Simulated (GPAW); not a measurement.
A computed Ti K-edge spectrum of one site in a crystal of O, Sr and Ti, with its zero at a photon energy of about 4948.2 eV (raw 4970.9 eV, less 22.7 eV of added terms; LDA puts this hole about 13 eV below PBE, itself good to a few eV). Method: GPAW, LDA, excited-electron core hole (neutral cell) in a small cell, dipole transitions, broadening that rises with energy.

Energy from the lowest empty level; intensity scaled to a mean of 1 over the first 20 eV:

```csv
E (eV),intensity
-2.0,0.00
-1.4,0.00
-0.8,0.01
-0.2,0.06
0.4,0.14
1.0,0.15
1.6,0.23
2.2,0.26
2.8,0.27
3.4,0.35
4.0,0.48
4.6,0.48
5.2,0.30
5.8,0.17
6.4,0.16
7.0,0.17
7.6,0.22
8.2,0.30
8.8,0.43
9.4,0.62
10.0,0.86
10.6,1.05
11.2,1.16
11.8,1.36
12.4,1.73
13.0,2.10
13.6,2.28
14.2,2.18
14.8,1.91
15.4,1.67
16.0,1.61
16.6,1.66
17.2,1.73
17.8,1.76
18.4,1.76
19.0,1.75
19.6,1.72
20.2,1.70
20.8,1.71
21.4,1.76
22.0,1.82
22.6,1.86
23.2,1.83
23.8,1.74
24.4,1.62
25.0,1.51
25.6,1.45
26.2,1.44
26.8,1.48
27.4,1.54
28.0,1.59
28.6,1.61
29.2,1.59
29.8,1.51
30.4,1.40
31.0,1.30
31.6,1.22
```

Q: What surroundings does the absorber have?

A K edge sees empty p states. The weak features of the first eV are p character mixed into the empty d bands; the main 4p edge lies above them. It is atom 3 of Sr2Ti2O5 (Cmmm), with 1 O at 1.95 Å and 4 O at 1.98 Å (square pyramidal, site symmetry 2mm); the mean formal oxidation state of Ti is 3. Its main maxima below 30 eV lie at 4.3 eV (0.51), 13.7 eV (2.28), 18.2 eV (1.76), 22.7 eV (1.86) and 28.6 eV (1.61), with a pre-edge feature at 4.3 eV. A near-edge spectrum doesn't fix the structure by itself; it is matched against candidates. The unit cell's mesh shows no gap over 0.35 eV. That is right for a metallic compound; for a small-gap or correlated insulator it would be the fault of the functional or of the assumed magnetic order, and the hole would be screened too well. Quadrupole 1s→3d transitions, which feed the pre-edge, are not in the dipole spectrum. The mesh is coarse (0.38 Å⁻¹ between points), so small maxima may be mesh ripples. Lifetime broadening is put in by hand, and intensities beyond about 20 eV depend on it and on the partial waves. The structure is a computed Materials Project entry and may be a hypothetical form.

[Banner, clock and machine lines of the logs are left out without a mark of their own.]

[Logs are printed without paths, hosts, clocks, repeated set-up lines and the standing remarks that a program may print on its own settings, such as how far it seeks lower states.]

[Hosts, paths, dates, database ids (printed as entryN), source tags and the programs' standing remarks are cut or masked in the printed files.]

[Lists of maxima count a maximum above −3 eV only where it reaches 4 % of the highest in the window and stands out from its surroundings by 2 % of it (1.5 % where it reaches 55 %); shoulders and weaker maxima are passed over, and of the rest the first, up to two pre-edge ones and the few strongest are named.]
